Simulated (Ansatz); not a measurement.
An input for Ansatz 0.2.0 (Bi2Se3 (Paraguanajuatite)):

```yaml
crystal:
  lattice:
    - [2.0715, 1.1959810826, 9.5453333333]
    - [-2.0715, 1.1959810826, 9.5453333333]
    - [0.0, -2.3919621653, 9.5453333333]
  atoms:
    - { symbol: Bi, position: [0.4008, 0.4008, 0.4008] }
    - { symbol: Bi, position: [0.5992, 0.5992, 0.5992] }
    - { symbol: Se, position: [0.0, 0.0, 0.0] }
    - { symbol: Se, position: [0.2117, 0.2117, 0.2117] }
    - { symbol: Se, position: [0.7883, 0.7883, 0.7883] }
kpoints:
  mp_grid: { grid: [4, 4, 4] }
hamiltonian:
  xc: { exchange: pbe, correlation: pbe, exx: { coeff: 0.2 } }
  pseudopotentials: { kind: paw, azcp: { folder: soft_1 } }
scf:
  occupations: { method: fixed }
gw:
  n_empty_bands: 591
  ecut_chi: 150.0
  qp_bands: [v2, c2]
  qp_kpoints: band_edges
  screening: { model: contour_deformation }
```

```sh
ansatz run input.yaml --threads 3 --pin off --max-ram 92160MiB --backend cuda --events-out ev --progress --plain --runs-dir out --devices 1 --max-vram 13GiB
```

Estimate wall time and host memory on 1 × NVIDIA H100 80GB HBM3 (shared by 6 runs) with 3 threads of AMD EPYC 7R13 (Zen 3), shared host.

It took 2.1 min; on shared hardware allow 63 s to 4.2 min. Peak host memory was 2.8 GiB. The sizes that set the cost: 2743 plane waves a state, 13 irreducible k points, 630 bands summed, 577 plane waves in the screening and 20 SCF cycles.

The screening grows as filled bands × empty bands × pairs of k points, times the square of the screening basis for the matrix.

[Paths, hosts, dates, memory and timing lines, banners, echoed tables and standing remarks are left out of the program output.]

[Logs are printed without paths, hosts, clocks, repeated set-up lines and the standing remarks that a program may print on its own settings, such as how far it seeks lower states.]

[Runs of the session that timed out or met a known fault of the program may be left out.]

[Cells called generated may have been cut or substituted from an entry of the Crystallography Open Database or the Materials Project.]

[Hosts, paths, dates, database ids (printed as entryN), source tags and the programs' standing remarks are cut or masked in the printed files.]
